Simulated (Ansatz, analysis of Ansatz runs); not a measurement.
# MgH2 (P4_2/mnm), nudged elastic band: V_H hop (2.5 Å) (q = +1), part 2 of 2

Aim: the barrier of one jump in MgH2 (P4_2/mnm) at charge +1: V_H hop (2.5 Å). The model is a cell of 72 host atoms with 1 H taken out; H is the atom that moves.

Ansatz 0.2.0; plane-wave PAW DFT, PBEsol; nudged elastic band between two relaxed defect structures at fixed charge in a uniform background.

So far, barrier forward (eV): step 4 (nudged elastic band, charge +1, PBEsol) 0.432; step 6 (barrier from single points, PBEsol, denser k-mesh) 0.443; step 8 (barrier from single points, r2SCAN) 0.395; step 10 (barrier from single points, HSE06) 0.393.

In doubt: a hybrid run on one k-point (in some of the runs), which bears on gaps, levels and energies.

## (11) Single point at the top of the path, PBEsol

A single point at the top of the band gives the levels near the gap and the populations there.

This step: plane-wave PAW DFT, PBEsol; single point of a defect supercell on a structure of the PBEsol path.

Contents of qp1.top.probe/input.yaml:

```yaml
crystal:
  lattice:
    - [8.95437031, 0.0, 0.0]
    - [0.0, 8.95437031, 0.0]
    - [0.0, 0.0, 9.0232221]
  atoms:
    - { symbol: Mg, position: [0.24762741, 0.24800041, 0.16624068] }
    - { symbol: Mg, position: [7.429e-05, 0.00041962, -4.062e-05] }
[... 4 atom lines left out ...]
    - { symbol: Mg, position: [0.24927477, 0.24963971, 0.49986512] }
[... 1 atom line left out ...]
    - { symbol: H, position: [0.34697505, 0.34739539, 0.32942576] }
[... 5 atom lines left out ...]
    - { symbol: H, position: [0.34676693, 0.34716248, 0.67041489] }
[... 17 atom lines left out ...]
    - { symbol: H, position: [0.39980519, 0.59950764, 0.84120107] }
[... 7 atom lines left out ...]
    - { symbol: H, position: [0.59938305, 0.40034164, 0.1585893] }
[... 5 atom lines left out ...]
    - { symbol: H, position: [0.50544583, 0.50568601, 0.49993008] }
[... 5 atom lines left out ...]
    - { symbol: H, position: [0.59910062, 0.4000855, 0.84125907] }
[... 6 atom lines left out ...]
    - { symbol: Mg, position: [0.74813981, 0.74850604, 0.50006436] }
    - { symbol: Mg, position: [0.49929983, 0.49962068, 0.3086885] }
[... 2 atom lines left out ...]
    - { symbol: H, position: [0.65302919, 0.65336157, 0.32691201] }
[... 2 atom lines left out ...]
    - { symbol: Mg, position: [0.49896951, 0.49924229, 0.69115049] }
[... 2 atom lines left out ...]
    - { symbol: H, position: [0.65291264, 0.65321937, 0.67325106] }
    - { symbol: H, position: [0.60090584, 0.90695269, 0.83231374] }
total_charge: 1
basis:
  ecutwfc: 420
  xc_grid: 2
hamiltonian:
  xc: pbesol
kpoints:
  mp_grid: { grid: [1, 1, 1], shift: [0.25, 0.25, 0.25] }
scf:
  occupations: { method: fixed }
  max_iter: 120
output:
  forces: true
  eigenvalues: true
  eigenstates: { localisation: true }
  populations: true
  write_density: true
  write_potential: true
  volumetric_format: npy
  elf: true
checkpoint:
  write: "../qp1.top.probe.run"
  compress: false
  write_wavefunctions: false
  write_every: 100000
```

Run with:

```
$ ansatz run input.yaml --threads 4 --pin off --max-ram 7536MiB --backend cpu --events-out ev --progress --plain --runs-dir out
```

The job ended after 8.5 s (4 threads of Arm Neoverse V2, shared host; peak memory 1 GiB).

Numbers from this step:

```yaml
free_energy: -46640.6463 eV
```

From eigenstates.tsv, first k-point; energies on the run's zero. The participation number counts the atoms that a state is spread over, of 71; bands count from 0.

| spin | band | energy (eV) | occupation | participation | largest share on | share |
| --- | --- | --- | --- | --- | --- | --- |
| both | 137 | 1.572 | 2.00 | 30.2 | H39 | 0.05 |
| both | 138 | 1.597 | 2.00 | 31.7 | H70 | 0.06 |
| both | 139 | 1.718 | 2.00 | 31.8 | H17 | 0.07 |
| both | 140 | 1.765 | 2.00 | 25.1 | H4 | 0.07 |
| both | 141 | 1.856 | 2.00 | 31.9 | H47 | 0.06 |
| both | 142 | 1.955 | 2.00 | 42.4 | H47 | 0.06 |
| both | 143 | 5.503 | 0.00 | 21.5 | H47 | 0.15 |
| both | 144 | 5.714 | 0.00 | 64.8 | Mg19 | 0.02 |
| both | 145 | 6.425 | 0.00 | 47.9 | Mg2 | 0.04 |
| both | 146 | 6.474 | 0.00 | 48.1 | Mg67 | 0.05 |
| both | 147 | 6.522 | 0.00 | 54.6 | Mg20 | 0.03 |

Under PBEsol at one point at (¼, ¼, ¼), the highest filled state is spread over 42 of 71 atoms, and the lowest empty one, 3.55 eV above it, is spread over 22 of 71 atoms.

Löwdin populations of the atoms near the centre, and their excess over far atoms of the same element, which can also hold differences between inequivalent host sites (the log counts sites from 0):

| atom | distance from the centre (Å) | electrons | excess |
| --- | --- | --- | --- |
| H47 | 0.07 | 1.649 | -0.023 |
| Mg67 | 1.72 | 8.566 | 0.007 |
| Mg61 | 1.73 | 8.566 | 0.007 |
| H9 | 2.47 | 1.672 | 0.000 |
| H15 | 2.47 | 1.673 | 0.001 |
| H70 | 2.49 | 1.674 | 0.002 |
| H64 | 2.49 | 1.675 | 0.003 |
| Mg60 | 3.14 | 8.557 | -0.002 |

Valence density in the ab plane at fractional z = 0.500, through the centre, with atoms of Mg and H within 0.45 Å of it. It is the smooth field of the valence electrons, not physical close to the nuclei.

Values in e/Å³, 13 rows by 16 columns, each cell a mean:
```
 0  1  0  0  0  0  0  0  0  1  0  0  0  0  0  0
 0  1  0  0  0  0  0  0  0  1  1  0  0  0  0  0
 0  0  0 10  9  0  0  0  0  0  0  5  7  0  0  0
 0  0  0  7  6  0  0  0  0  0  0  8 12  1  0  0
 0  0  0  0  0  0  0  0  0  0  0  0  0  0  1  0
 0  0  0  0  0  0  0  0  0  0  0  0  0  0  1  0
 0  0  0  0  0  0  0  1  1  0  0  0  0  0  0  0
 0  1  1  0  0  0  0  0  0  0  0  0  0  0  0  0
 0  0  0  1  1  0  0  0  0  0  0  0  0  0  0  0
 0  0  0  9 16  1  0  0  0  0  0  4 16  2  0  0
 0  0  0  2  3  0  0  0  0  0  0  2  7  1  0  0
 0  0  0  0  0  0  1  0  0  0  0  0  0  0  1  1
 0  0  0  0  0  0  0  0  0  0  0  0  0  0  0  0
```
Columns run along a (9.0 Å), rows up along b (9.0 Å). Atoms in or near the plane, at fractional coordinates: Mg at (0.25, 0.25), H at (0.40, 0.09), H at (0.09, 0.40), Mg at (0.24, 0.76), H at (0.09, 0.91), Mg at (0.76, 0.24), H at (0.91, 0.09), H at (0.51, 0.51), Mg at (0.75, 0.75), H at (0.91, 0.60), H at (0.60, 0.91).

Electrostatic potential energy in the ab plane at fractional z = 0.500, through the centre, with atoms of Mg and H within 0.45 Å of it. With pseudopotentials it is smooth inside the atoms' cores, unlike the true potential.

Values in eV, 13 rows by 16 columns, each cell a mean:
```
  3 -12   1   6   6   7   6   5   4  -9  -1   7   7   7   6   5
  5 -17  -4  -3  -3   3   6   7   5 -14  -6   1   1   4   6   7
  7   4  -8 -43 -42  -6   4   7   7   5  -2 -31 -37  -8   4   7
  7   5  -6 -37 -36  -5   4   7   7   5  -4 -40 -46 -12   4   7
  7   6   4   0  -1   3   5   7   7   6   3  -3  -4   0 -13   1
  5   6   7   6   6   6   6   3  -2   6   7   6   6   5 -15  -1
  4   4   7   7   7   7   7  -6 -23   5   7   7   7   7   6   5
  3 -26  -3   5   5   6   7   6   6   6   6   5   5   6   6   6
  6  -2   0 -10 -14  -1   5   7   7   6   3  -4  -9  -1   5   7
  7   5  -5 -44 -52 -15   3   7   7   5  -1 -33 -52 -24   2   7
  7   6   0 -19 -26  -4   4   7   7   6   1 -19 -35 -13   2   6
  6   6   6   4   4   1 -28   0   6   6   5   3   2   1 -26  -5
  4   6   7   7   7   6  -1   3   4   6   7   7   7   6   0   2
```
Columns run along a (9.0 Å; values clipped at the 3rd and 97th percentile), rows up along b (9.0 Å). Atoms in or near the plane, at fractional coordinates: Mg at (0.25, 0.25), H at (0.40, 0.09), H at (0.09, 0.40), Mg at (0.24, 0.76), H at (0.09, 0.91), Mg at (0.76, 0.24), H at (0.91, 0.09), H at (0.51, 0.51), Mg at (0.75, 0.75), H at (0.91, 0.60), H at (0.60, 0.91).

ELF in the ab plane at fractional z = 0.500, through the centre, with atoms of Mg and H within 0.45 Å of it. It is the smooth field of the valence electrons, not physical close to the nuclei.

Ten even steps from '_' (0.16 × 1e-1) to '@' (10.00 × 1e-1), each cell a mean:
```
++@@@@@@%%--____..::--::--##@@@@@@##..____..::::::
%%@@@@@@@@++__________..==@@@@@@@@%%--__________::
%%@@@@@@%%::____________==@@@@@@@@##::__________::
**@@@@##::....__________--%%@@@@##::____________..
::****::..------________..==##**....----..________
__....__::--::--..__________....__--::::--________
________..------__________________------::__--++::
--__________..______________________::::__==@@@@%%
**..________________..====::____________==@@@@@@@@
**..______________..**@@@@%%++..______::%%@@@@@@@@
==....____________--@@@@@@@@@@==______..##@@@@@@%%
::==++==::________--@@@@@@@@@@##::______--**####++
++%%@@@@##--______..##@@@@@@@@%%::________..::::::
%%@@@@@@@@++..______--##@@@@@@**..______________--
@@@@@@@@@@==__________::++**++::________________--
%%@@@@@@++________________..____________________..
--##%%==__------____________________::--::________
__....__..--::--::________________::--::--..______
________..------....==--..________::--::--..::==::
::________..::..::##@@%%==__________::--::::##@@##
++____________::##@@@@@@##..____________::%%@@@@@@
**..________..**@@@@@@@@%%::__________..##@@@@@@@@
==....________++@@@@@@@@**::....______..##@@@@@@@@
::==**++::____::**@@@@##----++**++::____--##%%%%++
```
Columns run along a (9.0 Å), rows up along b (9.0 Å). Atoms in or near the plane, at fractional coordinates: Mg at (0.25, 0.25), H at (0.40, 0.09), H at (0.09, 0.40), Mg at (0.24, 0.76), H at (0.09, 0.91), Mg at (0.76, 0.24), H at (0.91, 0.09), H at (0.51, 0.51), Mg at (0.75, 0.75), H at (0.91, 0.60), H at (0.60, 0.91).

The distance between the highest filled and the lowest empty level goes from 3.27 eV at the start to 3.55 eV at the top.

## (12) What came out

```
barrier forward                                   : 0.43 eV
barrier backward                                  : 0.43 eV
end less start                                    : 0.00 eV
hop length                                        : 2.31 Å
band iterations, as the log counts them           : 4
barrier from single points, PBEsol, denser k-mesh : 0.44 eV
barrier from single points, r2SCAN                : 0.40 eV
barrier from single points, HSE06                 : 0.39 eV
```

What this shows: The top of the band lies 0.43 eV above the start and 0.43 eV above the end, which are alike in energy and neighbours. For hydrogen, zero-point energy and tunnelling change the rate much, so no rate follows from this barrier alone. At the top H47 stands 1.73 Å from its nearest Mg, 0.16 Å closer than at the start. Across functionals on this path (PBEsol 0.432, r2SCAN 0.395 and HSE06 0.393 eV) the forward values spread by 0.039 eV. No image-charge correction is applied; it largely cancels along a path if the charge stays localised alike. What this leaves open: one k-point off the zone centre stands for the whole zone; periodic copies of the defect are only 9.0 Å apart.

[Logs are printed without paths, hosts, clocks, repeated set-up lines and the standing remarks that a program may print on its own settings, such as how far it seeks lower states.]

[Hosts, paths, dates, database ids (printed as entryN), source tags and the programs' standing remarks are cut or masked in the printed files.]
